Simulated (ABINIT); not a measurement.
# Te2Mo (P6_3/mmc): Bethe-Salpeter spectra with ABINIT, part 3 of 3

Aim: the absorption spectrum of Te2Mo (P6_3/mmc) with electron-hole interaction, and what each part of the kernel does.

ABINIT 10.8.3; PBE and many-body steps on it, plane waves. Known limits of the many-body steps: not at the basis limit; no spin-orbit coupling; coarse k mesh; bindings not settled in the k mesh.

So far. Step 12 (k mesh (9×9×2)): The lowest state lies at 1.406 eV, 0.070 eV under the direct gap. Step 13 (Empty states on the mesh, 12×12×4 mesh, 76 bands): On this mesh the gap is 0.764 eV.

## (14) k mesh (12×12×4)

This step: Bethe-Salpeter equation on PBE with a scissors shift, plane waves, norm-conserving pseudopotentials.

Input file run.abi:

```
acell 3*1.0 Angstrom
rprim 
  3.518200000003 -0.000000000001 0.000000000000
  -1.759100000001 3.046850575598 0.000000000000
  0.000000000000 0.000000000000 13.973600000000
ntypat 2
znucl 52 42
natom 6
typat 1 1 1 1 2 2
xred 
  0.333333333333 0.666666666667 0.621000000000
  0.666666666667 0.333333333333 0.121000000000
  0.333333333333 0.666666666667 0.879000000000
  0.666666666667 0.333333333333 0.379000000000
  0.333333333333 0.666666666667 0.250000000000
  0.666666666667 0.333333333333 0.750000000000
pp_dirpath "pseudos"
pseudos "Te.upf, Mo.upf"
ecut 39
ngkpt 12 12 4
nshiftk 1
shiftk 0 0 0
kptopt 1
chksymbreak 0
istwfk *1
occopt 1
irdwfk 1
optdriver 99
bs_calctype 1
mbpt_sciss 0.437 eV
bs_loband 61
nband 64
bs_exchange_term 1
bs_coulomb_term 21
bs_coupling 0
bs_algorithm 1
bs_freq_mesh 0 4 0.05 eV
zcut 0.1 eV
ecuteps 3
ecutwfn 19.5
inclvkb 2
mdf_epsinf 20.39
irdden 1
indata_prefix "in"
outdata_prefix "out"
tmpdata_prefix "tmp"
```

Command:

```console
OMP_NUM_THREADS=1 mpirun -n 4 abinit run.abi > log
```

Numbers of over 12 decimals in the logs are rounded to 6 here.

Log:

```text
.Version 10.8.3 of ABINIT. v10.8.2 released Aug 2026.

 Symmetries : space group P6_3/m m c (#194); Bravais hP (primitive hexag.)
[... echo of the input left out ...]
== DATASET  1 ==================================================================
-   mpi_nproc: 4, omp_nthreads: 1 (-1 if OMP is not activated)

--- !DatasetInfo
iteration_state: {dtset: 1, }
dimensions: {natom: 6, nkpt: 57, mband: 64, nsppol: 1, nspinor: 1, nspden: 1, mpw: 4216, }
cutoff_energies: {ecut:  19.5, pawecutdg:  -1.0, }
[...]
Writing KS-RPA macroscopic dielectric function without local fields to file: out_RPA_NLF_MDF
 Writing GW-RPA macroscopic dielectric function without local fields to file: out_GW_NLF_MDF
 Writing EXC Macroscopic dielectric function to file: out_EXC_MDF

== END DATASET(S) ==============================================================
================================================================================

 -outvars: echo values of variables after computation  --------
           etotal      0.0000000000E+00
            nband          64
             nkpt          57
          spgroup         194
 [... the other variables as echoed above ...]

 Calculation completed.
```

Elapsed: 7.2 min, on 4 MPI ranks of Arm Neoverse V1, shared host; peak memory 6.7 GiB.

This step gave:

```yaml
direct_gap_of_the_transition_levels: 1.476 eV
transitions_in_the_window: 2304
first_strong_exciton_over_a_fiftieth_of_the_strongest_listed: 1.431 eV
lowest_state: 1.431 eV
binding_of_the_lowest_state_below_the_direct_gap: 0.04463 eV
coulomb_term_of_one_mesh_cell: 0.04540 eV
```

The binding is 0.98 times the screened Coulomb term of one mesh cell (0.05 eV), so it is not shown settled.

The lowest state lies at 1.431 eV, 0.045 eV under the direct gap.

The window of bands is narrower than in the first exciton run, so this row is not like for like with it.

## (15) Triplet (no exchange term)

run.abi, as its differences from that of step 14:

```diff
@@ -19,3 +19,3 @@
 ecut 39
-ngkpt 12 12 4
+ngkpt 3 3 1
 nshiftk 1
@@ -30,6 +30,6 @@
 mbpt_sciss 0.437 eV
-bs_loband 61
-nband 64
-bs_exchange_term 1
-bs_coulomb_term 21
+bs_loband 52
+nband 68
+bs_exchange_term 0
+bs_coulomb_term 11
 bs_coupling 0
@@ -41,4 +41,3 @@
 inclvkb 2
-mdf_epsinf 20.39
-irdden 1
+irdscr 1
 indata_prefix "in"
```

Log:

```text
.Version 10.8.3 of ABINIT. v10.8.2 released Aug 2026.

 Symmetries : space group P6_3/m m c (#194); Bravais hP (primitive hexag.)
[... echo of the input left out ...]
== DATASET  1 ==================================================================
-   mpi_nproc: 4, omp_nthreads: 1 (-1 if OMP is not activated)

--- !DatasetInfo
iteration_state: {dtset: 1, }
dimensions: {natom: 6, nkpt: 3, mband: 68, nsppol: 1, nspinor: 1, nspden: 1, mpw: 4205, }
cutoff_energies: {ecut:  19.5, pawecutdg:  -1.0, }
[...]
Writing KS-RPA macroscopic dielectric function without local fields to file: out_RPA_NLF_MDF
 Writing GW-RPA macroscopic dielectric function without local fields to file: out_GW_NLF_MDF
 Writing EXC Macroscopic dielectric function to file: out_EXC_MDF

== END DATASET(S) ==============================================================
================================================================================

 -outvars: echo values of variables after computation  --------
           etotal      0.0000000000E+00
            nband          68
             nkpt           3
          spgroup         194
 [... the other variables as echoed above ...]

 Calculation completed.
```

Elapsed: 29 s, on 4 MPI ranks; peak memory 0.67 GiB; 2 min of CPU time.

The lowest triplet lies at 1.169 eV; triplets are dark, so no spectrum is read.

## (16) Negative scissors

run.abi, as its differences from that of step 15:

```diff
@@ -29,6 +29,6 @@
 bs_calctype 1
-mbpt_sciss 0.437 eV
+mbpt_sciss -3.0 eV
 bs_loband 52
 nband 68
-bs_exchange_term 0
+bs_exchange_term 1
 bs_coulomb_term 11
@@ -36,4 +36,4 @@
 bs_algorithm 1
-bs_freq_mesh 0 4 0.05 eV
-zcut 0.1 eV
+bs_freq_mesh 0 1 0.05 eV
+zcut 0.15 eV
 ecuteps 3
```

Log:

```text
.Version 10.8.3 of ABINIT. v10.8.2 released Aug 2026.

 Symmetries : space group P6_3/m m c (#194); Bravais hP (primitive hexag.)
================================================================================
 Values of the parameters that define the memory need of the present run
     intxc =       0    ionmov =       0      iscf =       7    lmnmax =       8
     lnmax =       8     mgfft =     108  mpssoang =       4    mqgrid =    5250
     natom =       6  nloc_mem =       1    nspden =       1   nspinor =       1
    nsppol =       1      nsym =      24    n1xccc =    2501    ntypat =       2
    occopt =       1   xclevel =       2
-    mband =          68        mffmem =           1         mkmem =           1
       mpw =        4205          nfft =       97200          nkpt =           3
================================================================================
  Rough estimation (10% accuracy) of disk space for files :
================================================================================

--------------------------------------------------------------------------------
------------- Echo of variables that govern the present computation ------------
--------------------------------------------------------------------------------
 -outvars: echo values of preprocessed input variables --------
            acell      1.8897261259E+00  1.8897261259E+00  1.8897261259E+00 Bohr

     bs_algorithm           1
     bs_freq_mesh      0.00000000E+00  3.67493222E-02  1.83746611E-03 Hartree
        bs_loband          52
      chksymbreak           0
             ecut      1.95000000E+01 Hartree
          ecuteps      3.00000000E+00 Hartree
          ecutwfn      1.95000000E+01 Hartree
-          fftalg         312
           irdscr           1
[...]
q = (  0.000000  0.916369  0.000000) [r.l.u.]
 q = (  0.000000  0.000000  4.202690) [r.l.u.]
 q = (  1.058131 -0.529066  0.000000) [r.l.u.]
 q = ( -0.000000  0.916369  0.000000) [r.l.u.]
 q = (  0.000000  0.000000  4.202690) [r.l.u.]
 Number of electrons calculated from density =  123.3250; Expected =  124.0000
 average of density, n =  0.122004
 r_s =    1.2508
 omega_plasma =   33.6932 [eV]

. Writing resonant excitonic Hamiltonian on file out_BSR; file size=   0.00 [Gb].
 Direct diagonalization of the resonant excitonic Hamiltonian, Matrix size= 594
. Using LAPACK sequential version.
 Excitonic eigenvalues in eV up to n=   32
**********************************************************************-982.70959
-937.24300-856.10957-823.01911-760.91829-743.17669-660.14619-643.72083-610.38184
-590.95396-566.56756-542.38315-513.40890-485.90786-466.43220-439.33447-412.66113
-405.49846-375.03432-357.17405-344.74316-337.95130-327.16505-316.79086-304.84321

 First excitonic eigenvalue= ******* [eV]
 Last  excitonic eigenvalue= 2093.45 [eV]

 GW  direct gap       0.00  0.00 [eV]
 EXC direct gap       0.00  0.00 [eV]
 EXC binding energy  -0.00  0.00 [eV]

 Excitonic eigenvalues up to the GW energy gap [eV]

 Macroscopic dielectric function:
 omega [eV] <KS_RPA_nlf>  <GW_RPA_nlf>  <BSE>
   0.0000  17.7730   0.0000 -12.6023   0.0000  17.7591   0.0000
   0.0500  17.7901   0.1095 -12.7653  -1.9516  17.4869   2.2059
   0.1000  17.8415   0.2213 -12.9096  -4.5217  16.7367   4.1905
[...]
0.4000  18.9777   1.1094  -1.3222 -14.8594   8.4176  10.8204
   0.4500  19.3416   1.3388   1.3398 -16.0397   6.5994  10.5601

 Writing KS-RPA macroscopic dielectric function without local fields to file: out_RPA_NLF_MDF
 Writing GW-RPA macroscopic dielectric function without local fields to file: out_GW_NLF_MDF
 Writing EXC Macroscopic dielectric function to file: out_EXC_MDF

--- !ERROR
message: |
    The integral of the imaginary of dielectric function is negative !!!

--- !ERROR
message: |
    The integral of the imaginary of dielectric function is negative !!!

--- from the log ---
The integral of the imaginary of dielectric function is negative !!!
```

The job ended after 25 s (4 MPI ranks; peak memory 0.67 GiB).

The run stopped with an error after 25 s.

The program's words: The integral of the imaginary of dielectric function is negative !!!

The fault put into this input: negative scissors.

## (17) The runs together

Times are wall times on 4 MPI ranks of Arm Neoverse V1, shared host, good to a factor of about two.

```csv
run,mesh,transitions,broadening (eV),direct gap (eV),lowest state (eV),binding (eV),mesh cell's term (eV),tallest peak (eV),height,time
excitons,3×3×1,594,0.1,1.476,1.271,0.205,0.182,1.25,37.1,29 s
model screening,3×3×1,36,0.1,1.476,1.276,0.200,0.182,1.30,32.5,7.8 s
k mesh (6×6×1),6×6×1,144,0.1,1.476,1.361,0.115,0.114,1.90,12.5,13 s
k mesh (6×6×2),6×6×2,288,0.1,1.476,1.391,0.085,0.091,2.10,12.7,23 s
k mesh (9×9×2),9×9×2,648,0.1,1.476,1.406,0.070,0.069,2.00,14.8,55 s
k mesh (12×12×4),12×12×4,2304,0.1,1.476,1.431,0.045,0.045,2.05,13.4,7.2 min
triplet (no exchange term),3×3×1,594,0.1,1.476,1.169,0.307,0.182,-,-,29 s
```

## (18) Results

| Quantity | Value |
| --- | --- |
| excitons | lowest state 1.271 eV (not settled in the k mesh) |
| model screening | lowest state 1.276 eV (not settled in the k mesh) |
| k mesh (6×6×1) | lowest state 1.361 eV (not settled in the k mesh) |
| k mesh (6×6×2) | lowest state 1.391 eV (not settled in the k mesh) |
| k mesh (9×9×2) | lowest state 1.406 eV (not settled in the k mesh) |
| k mesh (12×12×4) | lowest state 1.431 eV (not settled in the k mesh) |
| triplet (no exchange term) | lowest state 1.169 eV (not settled in the k mesh) |

**Reading.** On the 3×3×1 mesh the lowest exciton lies at 1.271 eV, 0.205 eV below the direct gap; one cell of the mesh carries a screened Coulomb term of 0.18 eV by a cubic estimate, rough for this lattice, so this binding is not shown settled. Between the two densest meshes the binding falls by 1.07 of the fall in the mesh cell's term (the screened Coulomb energy of a charge repeated on the supercell that the mesh stands for). The binding is still 1.0 times that term, so the mesh does not resolve the exciton and no limit can be drawn. Model screening, against «excitons (3×3×1)»: the lowest state stays within 0.01 eV (keys changed: bs_loband, nband, bs_coulomb_term, irdscr, mdf_epsinf and irdden). k mesh (6×6×1), against «model screening (3×3×1)»: the lowest state moves by +0.085 eV (keys changed: ngkpt). k mesh (6×6×2), against «k mesh (6×6×1)»: the lowest state moves by +0.030 eV (keys changed: ngkpt). k mesh (9×9×2), against «k mesh (6×6×2)»: the lowest state moves by +0.015 eV (keys changed: ngkpt). k mesh (12×12×4), against «k mesh (9×9×2)»: the lowest state moves by +0.025 eV (keys changed: ngkpt). Triplet (no exchange term), against «excitons (3×3×1)»: the lowest state moves by −0.102 eV (keys changed: bs_exchange_term). Triplets are dark. A rigid shift treats all transitions alike. In the G0W0 table the openings from the top filled band to the empty bands at the same k run from +0.22 to +0.44 eV (median +0.33), where the shift is +0.44 eV, so peaks stand off by such differences. Lines within a few meV of each other can be one level split by numerical noise, or distinct levels. Screening is static and electronic alone, and only transitions inside the band window count. The 3×3×1 mesh is coarse for this cell, which bears on the long-range parts of exchange and screening. The many-body steps are scalar-relativistic: spin-orbit coupling is not in them.

[Paths, hosts, dates, memory and timing lines, banners, echoed tables and standing remarks are left out of the program output.]

[Logs are printed without paths, hosts, clocks, repeated set-up lines and the standing remarks that a program may print on its own settings, such as how far it seeks lower states.]

[Runs of the session that timed out or met a known fault of the program may be left out.]

[No measured gap is set beside runs whose start may be inverted or whose files or cutoffs have a known fault.]

[Hosts, paths, dates, database ids (printed as entryN), source tags and the programs' standing remarks are cut or masked in the printed files.]

[G0W0 gaps are taken among the corrected bands and points alone; a level outside them can change the order at an edge.]

[Where Ansatz stands beside ABINIT at settings called matched, ABINIT's density can come from a denser mesh and the files from another edition; pairs whose starting gaps differed by over 0.03 eV were left out, so agreement reads better than it is.]
